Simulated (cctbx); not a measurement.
## A crystallographic session in cctbx: Nb9Mo4N

Library: cctbx 2025.11. The data are simulated by the first script.

## 1. Simulate the data

run.py:

```python
from cctbx import adptbx, crystal, miller, sgtbx, xray
from cctbx.array_family import flex
from iotbx.shelx import hklf
from scitbx import matrix
import scitbx.random

cs = crystal.symmetry(unit_cell=(8.255, 8.255, 8.029, 90, 90, 120), space_group_symbol='Hall: -P 6c 2c')  # P6_3/mmc
atoms = [  # label, site, U (iso, or U11 U22 U33 U12 U13 U23 in A^2), occupancy
    ("Mo1", (0, 0, 0.5), (0.0079, 0.0079, 0.0072, 0.0040, 0.0000, 0.0000), 1),
    ("Mo2", (0.889, 0.111, 0.25), (0.0102, 0.0102, 0.0107, 0.0042, 0.0000, 0.0000), 0.85),
    ("Nb1", (0.889, 0.111, 0.25), (0.0102, 0.0102, 0.0107, 0.0042, 0.0000, 0.0000), 0.15),
    ("Nb2", (0.5415, 0.4585, 0.25), (0.0095, 0.0095, 0.0099, 0.0041, 0.0000, 0.0000), 1),
    ("Nb3", (0.8032, 0.1968, 0.554), (0.0116, 0.0116, 0.0108, 0.0066, 0.0002, -0.0002), 0.925),
    ("Mo3", (0.8032, 0.1968, 0.554), (0.0116, 0.0116, 0.0108, 0.0066, 0.0002, -0.0002), 0.075),
    ("N1", (1/3, 2/3, 0.25), (0.0204, 0.0204, 0.0239, 0.0102, -0.0000, -0.0000), 1),
]
xs = xray.structure(crystal_symmetry=cs)
for label, site, u, occ in atoms:
    u = adptbx.u_cif_as_u_star(cs.unit_cell(), u) if isinstance(u, tuple) else u
    xs.add_scatterer(xray.scatterer(label, site=site, u=u, occupancy=occ))
xs.set_inelastic_form_factors(0.71073, "sasaki")
xs.show_summary()
p1 = xs.expand_to_p1()
ms = miller.build_set(p1, anomalous_flag=True, d_min=0.84)
flex.set_random_seed(931627)
scitbx.random.set_random_seed(931627)
ms = ms.select(flex.random_double(ms.size()) < 0.95)
i = ms.structure_factors_from_scatterers(p1, algorithm="direct").f_calc().as_intensity_array().data()
i = i * 40000 / flex.max(i)
sig = flex.sqrt(i + flex.pow2(0.03 * i) + 2 ** 2)
noise = scitbx.random.variate(scitbx.random.normal_distribution())(i.size())
data = ms.array(data=i + sig * noise, sigmas=sig).set_observation_type_xray_intensity()
with open("data.hkl", "w") as f:
    data.export_as_shelx_hklf(f)
print("reflections written:", data.size(), " <I/sigma> = %.1f" % flex.mean(data.data() / data.sigmas()))
for h, a, b in list(data.sort("data"))[:12]:
    print("%4d%4d%4d %9.1f %7.1f" % (h + (a, b)))
```

```console
$ python run.py
```

```text
Number of scatterers: 7
At special positions: 7
Unit cell: (8.255, 8.255, 8.029, 90, 90, 120)
Space group: P 63/m m c (No. 194)
reflections written: 3214  <I/sigma> = 16.6
   0   0  -4   41816.3  1216.6
   0   0   4   39393.8  1216.6
   3  -6   0   30141.6   866.4
  -3   6   0   29232.3   866.4
   6  -3   0   28244.4   866.4
   3   3   0   27735.9   866.4
   0   3   5   27115.5   797.4
   0  -3   5   27005.7   797.4
  -3   0   5   26720.7   797.4
   3   0  -1   26644.7   777.8
   0  -3  -5   26611.2   797.4
   0  -3   1   26594.6   777.8
```

It took 0.31 s on 1 thread of Arm Neoverse V2, with other jobs on the host, peak memory 0.07 GiB.

## 2. Refinement

run.py:

```python
import math
from cctbx import adptbx, crystal, maptbx, sgtbx, xray
from cctbx.array_family import flex
from cctbx.xray import observations
from iotbx.shelx import hklf
from scitbx.lstbx import normal_eqns_solving
from smtbx import absolute_structure, utils
from smtbx.refinement import constraints, least_squares

cs = crystal.symmetry(unit_cell=(8.255, 8.255, 8.029, 90, 90, 120), space_group_symbol='Hall: -P 6c 2c')  # P6_3/mmc
atoms = [  # label, site, U (iso, or U11 U22 U33 U12 U13 U23 in A^2), occupancy
    ("Mo1", (0, 0, 0.5), 0.0200, 1),
    ("Mo2", (0.889, 0.111, 0.25), 0.0200, 1),
    ("Nb2", (0.5415, 0.4585, 0.25), 0.0200, 1),
    ("Nb3", (0.8032, 0.1968, 0.554), 0.0200, 1),
    ("N1", (1/3, 2/3, 0.25), 0.0200, 1),
]
xs = xray.structure(crystal_symmetry=cs)
for label, site, u, occ in atoms:
    u = adptbx.u_cif_as_u_star(cs.unit_cell(), u) if isinstance(u, tuple) else u
    xs.add_scatterer(xray.scatterer(label, site=site, u=u, occupancy=occ))
xs.set_inelastic_form_factors(0.71073, "sasaki")
xs.convert_to_anisotropic()
raw = hklf.reader(file_name="data.hkl").as_miller_arrays(crystal_symmetry=cs, anomalous=True)[0]
merged = raw.eliminate_sys_absent().merge_equivalents()
fo2 = merged.array().set_observation_type_xray_intensity()
print("Rint %.3f, %d unique reflections to %.2f A" % (merged.r_int(), fo2.size(), fo2.d_min()))
for sc in xs.scatterers():
    sc.flags.set_grad_site(True)
    sc.flags.set_grad_u_aniso(sc.flags.use_u_aniso())
    sc.flags.set_grad_u_iso(sc.flags.use_u_iso())
obs = fo2.as_xray_observations()
extra = {}
rep = constraints.reparametrisation(xs, [], utils.connectivity_table(xs), **extra)
ls = least_squares.crystallographic_ls(obs, rep, weighting_scheme=least_squares.mainstream_shelx_weighting(a=0, b=0))
print("cycle     R1     wR2    GooF  max shift (A)")
for cycle in range(12):
    ls.build_up()
    r1, wr2, goof = ls.r1_factor(cutoff_factor=2)[0], ls.wR2(), ls.goof()
    old = xs.sites_cart()
    normal_eqns_solving.levenberg_marquardt_iterations(ls, n_max_iterations=3, tau=1e-06, step_threshold=1e-7)
    big = flex.max((xs.sites_cart() - old).norms())
    print("%4d %7.4f %7.4f %7.3f %9.5f" % (cycle + 1, r1, wr2, goof, big))
    ls.build_up(objective_only=True)
    if abs(ls.wR2() - wr2) < 5e-5 and big < 5e-4:
        break
ls.build_up()
print("final R1 %.4f wR2 %.4f GooF %.3f  parameters %d  data/parameter %.1f" % (ls.r1_factor(cutoff_factor=2)[0], ls.wR2(), ls.goof(), ls.n_parameters, fo2.size() / ls.n_parameters))
cov = ls.covariance_matrix_and_annotations()
su = dict(zip(cov.annotations, (math.sqrt(max(v, 0)) for v in cov.matrix.matrix_packed_u_diagonal())))
a2 = cs.unit_cell().reciprocal_parameters()[0] ** -2
print("atom        x        y        z      Ueq    occ   su(xyz)  su(Uiso or U11)")
for sc in xs.scatterers():
    s = max(su.get(sc.label + k, 0) for k in (".x", ".y", ".z"))
    npd = "" if sc.is_positive_definite_u(cs.unit_cell()) else "  NPD"
    print("%-5s %8.5f %8.5f %8.5f %8.4f %6.3f %8.5f %7.4f%s" % ((sc.label,) + sc.site + (sc.u_iso_or_equiv(cs.unit_cell()), sc.occupancy, s, su.get(sc.label + ".uiso", su.get(sc.label + ".u11", 0) * a2), npd)))
fo = fo2.f_sq_as_f()
fc = fo.structure_factors_from_scatterers(xs, algorithm="direct").f_calc()
diff = fo.f_obs_minus_f_calc(1 / math.sqrt(ls.scale_factor()), fc).average_bijvoet_mates()
m = diff.fft_map(symmetry_flags=maptbx.use_space_group_symmetry, resolution_factor=0.25).apply_volume_scaling()
print("difference map: max %.2f min %.2f rms %.2f" % (m.statistics().max(), m.statistics().min(), m.statistics().sigma()))
peaks = m.peak_search(parameters=maptbx.peak_search_parameters(min_distance_sym_equiv=0.6, max_clusters=6)).all()
near = xs.closest_distances(peaks.sites(), distance_cutoff=4)
sps = cs.special_position_settings(min_distance_sym_equiv=0.5)
for k, (x, h) in enumerate(zip(peaks.sites(), peaks.heights())):
    ss = sps.site_symmetry(x)
    print("Q%-3d %7.4f %7.4f %7.4f %4d %7.2f  %.2f A from %s" % ((k + 1,) + tuple(t % 1 for t in ss.exact_site()) + (ss.multiplicity(), h, near.smallest_distances[k], xs.scatterers()[near.i_seqs[k]].label)))
```

```console
$ python run.py
```

```text
Rint 0.028, 186 unique reflections to 0.84 A
cycle     R1     wR2    GooF  max shift (A)
   1  0.0681  0.1565  12.623   0.00010
   2  0.0050  0.0129   1.038   0.00000
final R1 0.0050 wR2 0.0129 GooF 1.038  parameters 18  data/parameter 10.3
atom        x        y        z      Ueq    occ   su(xyz)  su(Uiso or U11)
Mo1    0.00000  0.00000  0.50000   0.0076  1.000  0.00000  0.0001
Mo2    0.88901  0.11099  0.25000   0.0110  1.000  0.00002  0.0001
Nb2    0.54150  0.45850  0.25000   0.0099  1.000  0.00002  0.0001
Nb3    0.80321  0.19679  0.55400   0.0107  1.000  0.00002  0.0001
N1     0.33333  0.66667  0.25000   0.0217  1.000  0.00000  0.0013
difference map: max 0.27 min -0.21 rms 0.06
Q1    0.3333  0.6667  0.5259    4    0.29  2.06 A from Nb3
Q2    0.3333  0.6667  0.7500    2    0.28  1.79 A from Nb2
Q3    0.2276  0.4553  0.9827   12    0.26  0.72 A from Nb3
Q4    0.1958  0.3916  0.2500    6    0.24  1.57 A from Nb3
Q5    0.1238  0.5619  0.7500    6    0.20  0.29 A from Nb2
Q6    0.0641  0.5321  0.0651   12    0.20  1.82 A from Nb2
```

Time: 0.41 s.

This run holds a fault made on purpose: disorder ignored: each site full, of its main element.

## 3. Refinement (occupancies of the disordered sites free, main element alone)

run.py, as its changes from the last script of this kind:

```diff
@@ -12,5 +12,5 @@
-    ("Mo1", (0, 0, 0.5), 0.0200, 1),
-    ("Mo2", (0.889, 0.111, 0.25), 0.0200, 1),
-    ("Nb2", (0.5415, 0.4585, 0.25), 0.0200, 1),
-    ("Nb3", (0.8032, 0.1968, 0.554), 0.0200, 1),
-    ("N1", (1/3, 2/3, 0.25), 0.0200, 1),
+    ("Mo1", (0, 0, 0.5), 0.0120, 1),
+    ("Mo2", (0.88901, 0.11099, 0.25), 0.0120, 1),
+    ("Nb2", (0.5415, 0.4585, 0.25), 0.0120, 1),
+    ("Nb3", (0.80321, 0.19679, 0.554), 0.0120, 1),
+    ("N1", (1/3, 2/3, 0.25), 0.0120, 1),
@@ -31,0 +32 @@
+    sc.flags.set_grad_occupancy(sc.label in ('Mo2', 'Nb3'))
@@ -37 +38 @@
-for cycle in range(12):
+for cycle in range(20):
@@ -56,0 +58,2 @@
+print("su of occupancy Mo2: %.3f" % su["Mo2.occ"])
+print("su of occupancy Nb3: %.3f" % su["Nb3.occ"])
```

```console
$ python run.py
```

```text
Rint 0.028, 186 unique reflections to 0.84 A
cycle     R1     wR2    GooF  max shift (A)
   1  0.0232  0.0644   5.224   0.00012
   2  0.0047  0.0112   0.907   0.00001
   3  0.0046  0.0111   0.898   0.00000
final R1 0.0046 wR2 0.0111 GooF 0.897  parameters 20  data/parameter 9.3
atom        x        y        z      Ueq    occ   su(xyz)  su(Uiso or U11)
Mo1    0.00000  0.00000  0.50000   0.0077  1.000  0.00000  0.0001
Mo2    0.88901  0.11099  0.25000   0.0106  0.992  0.00001  0.0001
Nb2    0.54150  0.45850  0.25000   0.0100  1.000  0.00001  0.0001
Nb3    0.80320  0.19680  0.55399   0.0109  1.001  0.00002  0.0001
N1     0.33333  0.66667  0.25000   0.0218  1.000  0.00000  0.0011
su of occupancy Mo2: 0.001
su of occupancy Nb3: 0.001
difference map: max 0.26 min -0.21 rms 0.06
Q1    0.3333  0.6667  0.5256    4    0.28  2.05 A from Nb3
Q2    0.3333  0.6667  0.7500    2    0.28  1.79 A from Nb2
Q3    0.1965  0.3930  0.2500    6    0.25  1.57 A from Nb3
Q4    0.2323  0.4647  0.5207   12    0.22  0.79 A from Nb3
Q5    0.0640  0.5320  0.0664   12    0.20  1.81 A from Nb2
Q6    0.3333  0.6667  0.1792    4    0.19  0.57 A from N1
```

Run time: 0.5 s on 1 thread of Arm Neoverse V2, on a shared host, peak memory 0.09 GiB.

[Logs are printed without paths, hosts, clocks, repeated set-up lines and the standing remarks that a program may print on its own settings, such as how far it seeks lower states.]
